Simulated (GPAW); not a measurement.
Entries from a set of simulations; values are calculated unless marked as measured.

**How the form of the self-energy moves the gap of CaI2 (2H monolayer)**

The cell holds 3 atoms: 1 Ca and 2 I. Its edges and angles: a = 4.211 Å, b = 4.211 Å, c = 15.000 Å, α = 90.0°, β = 90.0°, γ = 120.0°. Vacuum lies along c.

| Property | Result |
| --- | --- |
| method | DFT, LDA, plane waves, PAW (and 3 further levels or steps) |
| program | GPAW 26.7.0 |
| settings | cutoff 450 eV, GPAW PAW setups 1.2.1 data release, 6×6×1 k-mesh, nbands 384 |
| cost | 4 runs, 13 min in all on 4 MPI ranks of Arm Neoverse V1, shared host |
| notes | The structure was relaxed with LDA. Limits: no spin-orbit coupling. |
| one-shot HSE06 | 4.209 eV |
| G0W0, extrapolated in the cutoff | 5.779 eV |
| one-shot Hartree-Fock | 10.597 eV |
| known limits | short of the basis limit; no spin-orbit coupling |

G0W0, extrapolated in the cutoff: +1.570 eV against one-shot HSE06. One-shot Hartree-Fock: +6.388 eV against one-shot HSE06.

[Paths, hosts, dates, memory and timing lines, banners, echoed tables and standing remarks are left out of the program output; an Ansatz launch command may be rebuilt from the run's recorded settings. Measured values are a selection of at most five: reports struck by readers or far from the other reports are left out. None is set beside runs whose start may be inverted or whose files or cutoffs have a known fault.]

[Runs of the session that timed out or met a known fault of the program may be left out.]

[Hosts, paths, dates, database ids (printed as entryN), source tags and the programs' standing remarks are cut or masked in the printed files.]

[Where the starting crystal was built by hand or by swapping elements, it need not be the compound's stable phase.]
